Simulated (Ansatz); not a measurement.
# MgBe2 (built on the sites of a database entry of Ba2Cd): following an unstable mode

Aim: this structure of MgBe2 (built on the sites of a database entry of Ba2Cd) is to be tested for unstable modes, and one is followed downhill.

Main program and level: Ansatz 0.2.0; DFT PBEsol, scalar-relativistic, plane waves, PAW.

The structure was built from a prototype and need not be the compound's stable phase.

### Step 1. Starting point

Symmetry: I4/mmm, No. 139, tetragonal system. Conventional cell: a = 2.774 Å, b = 2.774 Å, c = 9.422 Å, α = 90.00°, β = 90.00°, γ = 90.00°. Be has 8 Be at 2.19 to 2.77 Å and 5 Mg at 2.71 to 2.84 Å nearest. Nearest to Mg lie 10 Be at 2.71 to 2.84 Å and 4 Mg at 2.77 Å. Farther neighbours are not listed.

### Step 2. Phonons on a q mesh

The cell comes from relaxations at this level that are not shown. Stability and thermal properties need the whole zone. Linear response on a 2×2×2 q mesh gives force constants as far as a supercell of that size would.

input.yaml reads:

```yaml
crystal:
  lattice:
    - [-1.3868309658, 1.3868309658, 4.7111559481]
    - [1.3868309658, -1.3868309658, 4.7111559481]
    - [1.3868309658, 1.3868309658, -4.7111559481]
  atoms:
    - { symbol: Be, position: [0.3015106231, 0.3015106231, 0.0] }
    - { symbol: Be, position: [0.6984893769, 0.6984893769, 0.0] }
    - { symbol: Mg, position: [0.0, 0.0, 0.0] }
kpoints:
  mp_grid: { grid: [20, 20, 20] }
hamiltonian:
  xc: pbesol
scf:
  occupations: { method: methfessel_paxton, width: 0.15 }
output:
  eigenvalues: true
phonons:
  method: dfpt
  qmesh: [2, 2, 2]
  temperatures: { t_max: 1000, t_step: 50 }
  qpath:
    path:
      - [[0.0, 0.0, 0.0], [0.0, 0.0, 0.5], [0.25, 0.25, 0.25], [0.0, 0.5, 0.0], [0.0, 0.0, 0.0], [0.5, 0.5, -0.5], [0.27166367, 0.72833633, -0.27166367]]
      - [[-0.27166367, 0.27166367, 0.27166367], [0.0, 0.0, 0.0]]
      - [[0.0, 0.0, 0.5], [-0.04332735, 0.04332735, 0.5]]
      - [[0.5, 0.5, -0.04332735], [0.5, 0.5, -0.5]]
    npoints: 10
```

On the command line:

```
ansatz run input.yaml --threads 4 --pin off --max-ram 7168MiB --backend cpu --events-out ev --progress --plain --runs-dir out
```

Numbers of over 12 decimals in the logs are rounded to 6 here.

What it wrote:

```text
Warning: phonons: the dynamical matrix that this run interpolates holds no multipole term above the dipole-dipole one, and a site of this crystal is no centre of inversion, so its interpolated transverse optical and acoustic branches and sound speeds can stay off near Gamma, and the density of states and the thermodynamics with them. What a run solves at a wave vector of phonons.qpoints, Gamma apart, where the deck admits one, is free of this, and under fd what a larger phonons.supercell samples
Engine: ansatz 0.2.0, aarch64-unknown-linux-gnu
Pseudopotentials: kind: paw
Pseudopotential: Be, paw, valence charge 2, recommended cutoff 420 eV (normal), Be.paw.azcp
Pseudopotential: Mg, paw, valence charge 10, recommended cutoff 420 eV (normal), Mg.paw.azcp
Functional definition: PBEsol
  exchange = pbesol_x
  correlation = pbesol_c
Crystal: 3 atoms, lattice volume = 36.244 Å³
Basis set: ecut = 420 eV, 739 PW (Γ), exchange–correlation on 72×72×72 points (8 copies of the dense FFT grid, shifted against one another)
Bands: 11, of which v1, the nominal top of the filled ones, is band 7 counted from 1 (6 counted from 0)
Symmetry: 16 space group operations
k-points: 641 of 8000
Non-local potential: Be, projectors of the file, l = 0: 2, l = 1: 2, l = 2: 1
Non-local potential: Mg, projectors of the file, l = 0: 3, l = 1: 2, l = 2: 1
PAW form: soft (Blöchl's): semilocal exchange-correlation on the pseudo side does not see the compensation charge
PAW frozen core: Be, regenerated for the run's functional, and the local potential with it (the file was generated under x = pbe(κ = 0.804, μ = 0.219515), c = pbe(β = 0.066725))
PAW frozen core: Mg, regenerated for the run's functional, and the local potential with it (the file was generated under x = pbe(κ = 0.804, μ = 0.219515), c = pbe(β = 0.066725))
PAW one-centre angular grid: Be, 110 points (default); XC on 64 Gauss nodes
PAW one-centre angular grid: Mg, 110 points (default); XC on 64 Gauss nodes
Initial density: superposition of atomic densities (neutral atoms: chi_scale 0, normalization atom), corrected by the library's trained network
Initial wavefunctions: pseudopotential atomic-orbital guess
Functional: x = pbesol(κ = 0.804, μ = 0.123457), c = pbesol(β = 0.046)
SCF iter   1: F=—  HF=-2091.824628 eV  |F-HF|=—  |Δ(HF+E_count)|=         —  Δρ=2.67e-3  dr2=2.00e-3  ethr=1.77e-3  ⟨swp⟩=5.3  Hψ=44436  notcnv=0
preconditioner: auto → none  [metal: Δε(μ)=0.011 eV  Ē_g=8.169 eV  σ=0.150 eV  W_gap=0.06  n_scr=2 (ndim 8)  ℏωp=15.1 eV  f_vac=0.000  D(μ)=0.53/eV (n_scr^D=2)  sad-step TF]
SCF iter   2: F=—  HF=-2091.823612 eV  |F-HF|=—  |Δ(HF+E_count)|=   1.02e-3  S|Δr|=    0.00e0  Δρ=1.45e-3  dr2=7.46e-4  ethr=1.43e-5  ⟨swp⟩=1.9  Hψ=15364  notcnv=0
SCF iter   3: F=—  HF=-2091.823351 eV  |F-HF|=—  |Δ(HF+E_count)|=   2.62e-4  S|Δr|=    0.00e0  Δρ=1.51e-4  dr2=8.81e-6  ethr=5.33e-6  ⟨swp⟩=2.7  Hψ=11702  notcnv=0
SCF iter   4: F=—  HF=-2091.823348 eV  |F-HF|=—  |Δ(HF+E_count)|=   2.78e-6  S|Δr|=    0.00e0  Δρ=5.41e-5  dr2=4.43e-6  ethr=6.29e-8  ⟨swp⟩=2.1  Hψ=11466  notcnv=0
SCF iter   5: F=—  HF=-2091.823348 eV  |F-HF|=—  |Δ(HF+E_count)|=   1.57e-7  S|Δr|=    0.00e0  Δρ=1.23e-5  dr2=3.80e-8  ethr=3.17e-8  ⟨swp⟩=1.9  Hψ=8186  notcnv=0
SCF iter   6: F=—  HF=-2091.823348 eV  |F-HF|=—  |Δ(HF+E_count)|=   7.48e-8  S|Δr|=    0.00e0  Δρ=2.73e-6  dr2=9.47e-10  ethr=2.71e-10  ⟨swp⟩=2.0  Hψ=10813  notcnv=0
SCF iter   7: F=-2091.823348 eV  HF=-2091.823348 eV  |F-HF|=1.09e-11  |Δ(HF+E_count)|=   1.10e-9  S|Δr|=    0.00e0  Δρ=1.97e-7  dr2=6.64e-12  ethr=1.00e-12  ⟨swp⟩=4.5  Hψ=32529  notcnv=0
SCF 1 converged in 7 iterations: F = -2091.823348 eV  dr2 = 6.64e-12
  greatest PAW one-centre occupation: 1.000 electrons in one spin orbital (limit 2), on the Mg atom at site 2 (counted from 0), in its partial waves of l = 0
Initial density: read from a saved state, or passed on in memory by an earlier SCF of this step, an earlier step, the calling program or the single point that the run made first
iter 1 solved again at ethr=8.95e-9 eV; its pass at ethr=3.10e-3 eV (dr2=1.25e-6 eV) is discarded
SCF iter   1: F=—  HF=-2091.823348 eV  |F-HF|=—  |Δ(HF+E_count)|=         —  Δρ=1.87e-7  dr2=6.51e-12  ethr=8.95e-9  ⟨swp⟩=3.6  Hψ=67046  notcnv=0
eigensolver tolerance schedule: the retry pair's looser diagonalisation over-reported the residual by 192435.44 of it (diagonalisation noise at 1.25 of the residual, at the tolerance the schedule requests for it); recorded, not acted on — ethr = c·dr2/N_el stays at c = 1.0e-1
preconditioner: auto → none  [metal: Δε(μ)=0.016 eV  Ē_g=8.168 eV  σ=0.150 eV  W_gap=0.09  n_scr=2 (ndim 8)  ℏωp=15.1 eV  f_vac=0.000  D(μ)=0.53/eV (n_scr^D=2)]
SCF iter   2: F=-2091.823348 eV  HF=-2091.823348 eV  |F-HF|=2.73e-12  |Δ(HF+E_count)|=   5.28e-9  S|Δr|=    0.00e0  Δρ=1.11e-7  dr2=2.96e-12  ethr=1.00e-12  ⟨swp⟩=4.7  Hψ=26863  notcnv=0
SCF 2 converged in 2 iterations: F = -2091.823348 eV  dr2 = 2.96e-12
phonons: the bands overlap, so this run is a metal and interpolates without the dipole-dipole term. If the crystal is really an insulator or semiconductor, its LO-TO splitting is missing
NSCF: frozen V_eff on 641 k-points
NSCF: frozen V_eff on 1166 k-points
DFPT response loops at q = (0, 0, 0) (fractional): preconditioner auto → Kerker (q_TF=auto, 2.328 Å⁻¹) (partly filled bands, converged f_vac=0.000); β = 1.00, the filter's whole step (`scf.mixing.beta` (0.50) is not read by the response loops under this deck's `scf.mixing.preconditioner`; to damp them name `kerker` or `kerker_dos`, under which they read `scf.mixing.beta`, and type it under 1.00, their step now; both keys bind the ground state too); Broyden in place of MSR1
NSCF: frozen V_eff on 4224 k-points
DFPT response loops at q = (0, 0, -0.5) (fractional): mixed as the last ones told, above
NSCF: frozen V_eff on 4224 k-points
DFPT response loops at q = (0, -0.5, 0) (fractional): mixed as the last ones told, above
NSCF: frozen V_eff on 2332 k-points
DFPT response loops at q = (-0.5, -0.5, -0.5) (fractional): mixed as the last ones told, above
SCF converged after 7 iterations
Stability not checked: this state was not tested for a lower state beside it, because cold or Methfessel-Paxton smearing, or corrected tetrahedra, fill the levels in a way that the test cannot read (fill_not_monotonic; see scf.lower_state_search)
Free energy (F): -2091.823348 eV
Harris-Foulkes:  -2091.823348 eV  (|F-HF|=1.09e-11)
Internal energy: -2091.824058 eV  (E = F + TS)
E sigma→0 (E₀):  -2091.823525 eV
Entropy (-TS):   0.000710 eV (0.237 meV/atom)
Fermi energy:    7.247060 eV
--- Per-component energies (eV) ---
  E_band       = -326.671799
  E_kinetic    = 114.551654
  E_local      = -1716.523377  (includes V_loc(G=0)·N_el)
  E_nonlocal   = 104.908277
  E_hartree    = 637.902115
  E_xc         = -66.986943
  E_vxc        = -77.630749  (∫ρ·V_xc dr)
  E_paw        = -394.790338  (= ΣΔE_a)
  E_vpaw       = -27.781762  (= ΣTr[D̂ρ^β])
  E_aug_tail   = -0.000003  (compensation charges beyond the density's cutoff)
  E_ewald      = -770.963369
  E_core_change = 0.077925  (= ΣΔE_core)
  E_smearing   = 0.000710  (= −TS)
  E_closure    = -0.000000  (closes the sum)
  Σ components = -2091.823348   (vs F -2091.823348, Δ=0.00e0)
--- Band table (eV; the first three rows and the last of 641) ---
  k-point 0: bands = [... 3 lower, -35.0123, -2.1458, 3.4601, 4.1044, 11.9099, 11.9099, 16.7557, 17.2819]
  k-point 1: bands = [... 3 lower, -35.0140, -2.0636, 3.5376, 4.1819, 11.4196, 11.8050, 15.4356, 16.7066]
  k-point 2: bands = [... 3 lower, -35.0190, -1.8176, 3.7700, 4.4125, 10.3588, 11.5282, 14.0211, 15.6652]
  k-point 640: bands = [... 3 lower, -35.0123, -1.0629, -0.1746, 9.9741, 11.7292, 11.7292, 11.8205, 15.4962]
--- Phonons (Γ-DFPT): 4 representative perturbations + reference (Σ response iterations 11) ---
  ASR residual: 1.188e-4 → 0.000e0 eV/Å²; symmetrization residual: 9.813e-7 eV/Å²
  ASR residual per site (eV/Å²): 3.76e-5 3.76e-5 1.19e-4
  Γ frequencies (cm⁻¹): 0.00 0.00 0.00 269.08 269.08 357.88 497.45 562.23 562.23
--- Phonons (arbitrary-q DFPT): 4 irreducible q on the 2×2×2 mesh ---
  q = [0.0000, 0.0000, 0.0000] (star 1, of the zone-centre solve; hermiticity 3.31e-7, symmetrization 4.84e-14): 0.00 0.00 0.00 269.08 269.08 357.88 497.45 562.23 562.23
  q = [0.0000, 0.0000, -0.5000] (star 2, 4 solved perturbations in 6556 linear systems a pass and spin channel, the states on 2112 of 8000 k-point pairs; hermiticity 1.11e-7, symmetrization 4.49e-13): -205.15 -194.55 202.87 350.51 365.60 394.78 406.49 522.15 528.00
  q = [0.0000, -0.5000, 0.0000] (star 4, 6 solved perturbations on 2112 of 8000 k-point pairs; hermiticity 1.32e-7, symmetrization 2.32e-9): -71.14 134.60 183.05 236.58 365.72 470.17 479.21 488.99 495.83
  q = [-0.5000, -0.5000, -0.5000] (star 1, 4 solved perturbations in 3614 linear systems a pass and spin channel, the states on 1166 of 8000 k-point pairs; hermiticity 2.24e-7, symmetrization 7.95e-13): 168.86 168.86 218.42 218.42 224.74 267.07 402.54 567.24 567.24
  sum rule: each row above includes the acoustic sum rule's correction from the zone centre's row sums; it moved no ω² by more than (1.15 cm⁻¹)²
  mesh force constants: q→R imaginary residual 6.98e-18; ASR residual 1.188e-4 → 0.000e0 eV/Å²; symmetrization residual 2.442e-15 eV/Å²
  interpolated dispersion: 94 rows × 9 modes
  density of states and harmonic sums: on the 24×24×32 q-mesh, interpolated from the force constants of a 2×2×2 supercell (no non-analytic term)
  largest difference from the sums on the solved wave vectors: F 1.15e-1 eV, S 1.74e-4 and C_V 5.99e-5 eV/K
  zero-point energy: 0.176271 eV/cell   skipped modes (ω ≤ 0): 2671, of them read as no rigid motion or as one in doubt: 2668 (6.889e-1 modes/cell left out, lowest -205.15 cm⁻¹)   left out of the sums: 7.66e-2 of the cell's modes: C_V's classical limit lies that fraction below 3 k_B per atom; for a crystal, a wire or a layer, F and S can be off by more, and a phonons.interpolated_qmesh denser along its periods is the remedy for the sampling
```

Wall time 5.4 min (4 threads of Arm Neoverse V2, shared host); peak memory 2.2 GiB.

Numbers from this step:

```yaml
volume_per_atom: 12.08 Å³
gap_on_the_k_mesh: 0 eV
sum_rule_residual_before_enforcement: 1.19e-4 eV/Å²
lowest_frequency_on_the_path: -205.1 cm⁻¹
point_group: 4/mmm
highest_frequency_on_the_path_or_at_a_solved_wavevector: 567.2 cm⁻¹
highest_optical_mode_at_the_zone_centre_no_lo_to_term: 562.2 cm⁻¹
lowest_optical_zone_centre_mode: 269.1 cm⁻¹
lowest_mode_on_the_q_mesh_acoustic_modes_at_gamma_apart: -205.2 cm⁻¹
```

Frequencies (cm⁻¹) solved at each irreducible wavevector; negative means imaginary. Frequencies by wavevector, by row:

| q in reciprocal lattice units | star | mode 1 | mode 2 | mode 3 | mode 4 | mode 5 | mode 6 | mode 7 | mode 8 | mode 9 |
| --- | --- | --- | --- | --- | --- | --- | --- | --- | --- | --- |
| 0 0 0 | 1 | 0 | 0 | 0 | 269.1 | 269.1 | 357.9 | 497.4 | 562.2 | 562.2 |
| 0 0 -0.5 | 2 | -205.2 | -194.6 | 202.9 | 350.5 | 365.6 | 394.8 | 406.5 | 522.1 | 528 |
| 0 -0.5 0 | 4 | -71.1 | 134.6 | 183.1 | 236.6 | 365.7 | 470.2 | 479.2 | 489 | 495.8 |
| -0.5 -0.5 -0.5 | 1 | 168.9 | 168.9 | 218.4 | 218.4 | 224.7 | 267.1 | 402.5 | 567.2 | 567.2 |

Interpolated from a 2×2×2 q mesh, rough between the solved points. The phonon branches at the labelled points (cm⁻¹):

| point | branch 1 | branch 2 | branch 3 | branch 4 | branch 5 | branch 6 | branch 7 | branch 8 | branch 9 |
| --- | --- | --- | --- | --- | --- | --- | --- | --- | --- |
| Γ | 0 | 0 | 0 | 269 | 269 | 358 | 498 | 562 | 562 |
| halfway | 44 | 186 | 250 | 268 | 301 | 342 | 464 | 510 | 550 |
| X | -205 | -195 | 203 | 350 | 366 | 395 | 406 | 522 | 528 |
| halfway | -204 | -196 | 203 | 353 | 363 | 394 | 407 | 523 | 527 |
| P | -200 | -200 | 203 | 358 | 358 | 394 | 407 | 525 | 525 |
| halfway | -91 | 89 | 225 | 277 | 337 | 395 | 429 | 524 | 525 |
| N | -71 | 135 | 183 | 237 | 366 | 470 | 479 | 489 | 496 |
| halfway | 99 | 133 | 181 | 269 | 310 | 339 | 491 | 522 | 552 |
| Γ | 0 | 0 | 0 | 269 | 269 | 358 | 498 | 562 | 562 |
| halfway | 104 | 104 | 119 | 252 | 252 | 331 | 454 | 565 | 565 |
| M | 169 | 169 | 218 | 218 | 225 | 267 | 402 | 567 | 567 |
| halfway | -75 | 156 | 206 | 268 | 318 | 325 | 432 | 528 | 555 |
| S | -102 | 136 | 176 | 249 | 370 | 469 | 470 | 490 | 498 |
| jump to S0 | -102 | 136 | 176 | 249 | 370 | 469 | 470 | 490 | 498 |
| halfway | 132 | 139 | 161 | 286 | 292 | 351 | 500 | 516 | 550 |
| Γ | 0 | 0 | 0 | 269 | 269 | 358 | 498 | 562 | 562 |
| jump to X | -205 | -195 | 203 | 350 | 366 | 395 | 406 | 522 | 528 |
| halfway | -204 | -191 | 203 | 350 | 364 | 394 | 407 | 522 | 528 |
| R | -200 | -179 | 203 | 348 | 360 | 391 | 409 | 522 | 529 |
| jump to G′ | -200 | -179 | 203 | 348 | 360 | 391 | 409 | 522 | 529 |
| halfway | 130 | 184 | 211 | 261 | 304 | 321 | 469 | 476 | 559 |
| M | 169 | 169 | 218 | 218 | 225 | 267 | 402 | 567 | 567 |

The phonon branches as a text plot (rows in cm⁻¹; labels by their first letter):

```
    551 |********             ***************     *****  ********
    519 |   ***************  ****          **** ****   ****   *
    487 |*****             ***********       **********    ***
    455 |     *           ****        *     *** *          ***
    422 |      ************            * *** *   *     ****   **
    390 |       **********    *         *              **       *
    358 |**    * *******  **** *  ****      ***** *  ******
    326 |  ** ****     ***    ****    *    **    * **   ** ***
    294 |   *****       *       ***    *  *       * **    ******
    261 |**** *          *     *******  *******    ****     *  **
    229 |    *          *******       ****     ***         * *  *
    197 |   * **********   ******      *  *****  *     **********
    165 |    * *          *            ******  *  *          ****
    133 |  **            * *******    *   *  ********       *
    101 |  *                    ***                 **   *
     68 | ****  *             ** **  *               *     *
     36 | *   *                    **          *
      4 |*                                            *
    -28 |
    -60 |               ******             *
    -92 |      *                                          *
   -125 |       **     **                   ***         *
   -157 |        *    **                                 *
   -189 |         *****                                **
         Γ         X P      N       Γ   M    S|S     ΓR|G       M
```

Symmetry leaves 4 wavevectors to solve. The lowest mode among them, the acoustic zeros apart, lies at q = (0, 0, -0.5) and is imaginary, 205.2i cm⁻¹, so the energy falls along it.

### Step 3. The mode frozen in, largest atomic shift 0 Å

The mode followed lies at q = (0, 0, -0.5) with frequency 205.1i cm⁻¹, the softest among the wavevectors solved. At small amplitude the distorted cell has space group no. 64 by a symmetry search on the positions. The undistorted cell that holds it gives the zero of energy on the same k mesh.

System of this step: MgBe2 (built on the sites of a database entry of Ba2Cd). It takes space group I4/mmm (No. 139, tetragonal). The conventional cell has a = 2.774 Å, b = 2.774 Å, c = 9.422 Å, α = 90.00°, β = 90.00°, γ = 90.00°. Nearest to Be lie 8 Be at 2.19 to 2.77 Å and 5 Mg at 2.71 to 2.84 Å. Nearest to Mg lie 10 Be at 2.71 to 2.84 Å and 4 Mg at 2.77 Å. Farther neighbours are not listed.

input.yaml reads:

```yaml
crystal:
  lattice:
    - [2.7736619316, 2.7736619316, 0.0]
    - [-2.7736619316, 2.7736619316, 0.0]
    - [-1.3868309658, 1.3868309658, 4.7111559481]
  atoms:
    - { symbol: Be, position: [0.5, 0.1984893769, 0.6030212463] }
    - { symbol: Be, position: [0.0, 0.6984893769, 0.6030212463] }
    - { symbol: Be, position: [0.5, 0.8015106231, 0.3969787537] }
    - { symbol: Be, position: [0.0, 0.3015106231, 0.3969787537] }
    - { symbol: Mg, position: [0.5, 0.5, 0.0] }
    - { symbol: Mg, position: [0.0, 0.0, 0.0] }
kpoints:
  mp_grid: { grid: [8, 8, 8] }
hamiltonian:
  xc: pbesol
scf:
  occupations: { method: methfessel_paxton, width: 0.15 }
output:
  forces: true
  stress: true
  eigenvalues: true
```

What it wrote:

```text
[...]
Crystal: 6 atoms, lattice volume = 72.488 Å³
Basis set: ecut = 420 eV, 1445 PW (Γ), exchange–correlation on 54×54×72 points (8 copies of the dense FFT grid, shifted against one another)
Bands: 20, of which v1, the nominal top of the filled ones, is band 14 counted from 1 (13 counted from 0)
Symmetry: 16 space group operations
[...]
k-points: 105 of 512
[...]
k-point 0: bands = [... 10 lower, 4.1059, 4.4299, 4.8386, 7.7076, 8.6064, 8.6523, 8.8595, 11.7229, ... 2 higher]
  k-point 1: bands = [... 10 lower, 4.4801, 4.7667, 5.3221, 7.7287, 8.4908, 8.8645, 9.0258, 10.6237, ... 2 higher]
  k-point 2: bands = [... 10 lower, 4.6128, 4.6131, 6.9583, 7.7528, 8.3896, 9.1298, 9.5744, 9.5746, ... 2 higher]
  k-point 104: bands = [... 10 lower, 2.5767, 2.5767, 4.1776, 4.1776, 7.6959, 7.6959, 9.1973, 9.1973, ... 2 higher]
[key lines of the parts left out:]
SCF converged after 6 iterations
Free energy (F): -4183.640404 eV
Fermi energy:    7.215333 eV
P = ⅓ Tr σ = -0.0332 GPa (-0.332 kbar)
```

The job ended after 1.8 s (4 threads; peak memory 0.4 GiB; 6.8 s of CPU time).

Numbers from this step:

| Item | Value |
| --- | --- |
| pressure | -0.03316 GPa |
| energy from the undistorted cell | 0 meV/atom |

The run ends at a pressure of -0.03 GPa, with forces up to 0.0021 eV/Å.

### Step 4. The mode frozen in, largest atomic shift 0.32 Å

The atoms are moved along the unstable eigenvector, the largest shift by 0.32 Å, with the cell fixed.

input.yaml, the sections that differ from step 3:

```yaml
crystal:
  lattice:
    - [2.7736619316, 2.7736619316, 0.0]
    - [-2.7736619316, 2.7736619316, 0.0]
    - [-1.3868309658, 1.3868309658, 4.7111559481]
  atoms:
    - { symbol: Be, position: [0.581579578, 0.1984893769, 0.6030212463] }
    - { symbol: Be, position: [-0.081579578, 0.6984893769, 0.6030212463] }
    - { symbol: Be, position: [0.418420422, 0.8015106231, 0.3969787537] }
    - { symbol: Be, position: [0.081579578, 0.3015106231, 0.3969787537] }
    - { symbol: Mg, position: [0.5, 0.5, 0.0] }
    - { symbol: Mg, position: [0.0, 0.0, 0.0] }
# kpoints, hamiltonian, scf, output: as in step 3
```

What it wrote:

```text
[...]
Crystal: 6 atoms, lattice volume = 72.488 Å³
Basis set: ecut = 420 eV, 1445 PW (Γ), exchange–correlation on 54×54×72 points (8 copies of the dense FFT grid, shifted against one another)
Bands: 20, of which v1, the nominal top of the filled ones, is band 14 counted from 1 (13 counted from 0)
Symmetry: 8 space group operations
[...]
k-points: 105 of 512
[...]
k-point 0: bands = [... 10 lower, 4.1002, 4.8575, 5.0346, 6.6015, 8.3825, 8.4066, 8.9704, 11.5747, ... 2 higher]
  k-point 1: bands = [... 10 lower, 4.7828, 4.8476, 5.4531, 6.6601, 8.2607, 8.6304, 9.0654, 10.5271, ... 2 higher]
  k-point 2: bands = [... 10 lower, 4.6246, 5.1034, 6.8237, 6.8608, 8.0248, 9.0876, 9.2993, 9.6049, ... 2 higher]
  k-point 104: bands = [... 10 lower, 2.5957, 2.5957, 4.1636, 4.1636, 7.4901, 7.4901, 9.2847, 9.2847, ... 2 higher]
[key lines of the parts left out:]
SCF converged after 6 iterations
Free energy (F): -4183.768812 eV
Fermi energy:    6.971001 eV
P = ⅓ Tr σ = 1.5190 GPa (15.190 kbar)
```

Wall time 1.8 s (4 threads); peak memory 0.41 GiB; 6.8 s of CPU time.

This step gave:

| Quantity | Value |
| --- | --- |
| pressure | 1.519 GPa |
| energy from the undistorted cell | -21.53 meV/atom |

The energy, extrapolated to zero smearing, is -21.53 meV/atom against the undistorted cell.

The run ends at a pressure of 1.52 GPa, with forces up to 0.53 eV/Å.

(Part 1 of 3 ends here.)

[Logs are printed without paths, hosts, clocks, repeated set-up lines and the standing remarks that a program may print on its own settings, such as how far it seeks lower states.]

[Hosts, paths, dates, database ids (printed as entryN), source tags and the programs' standing remarks are cut or masked in the printed files.]
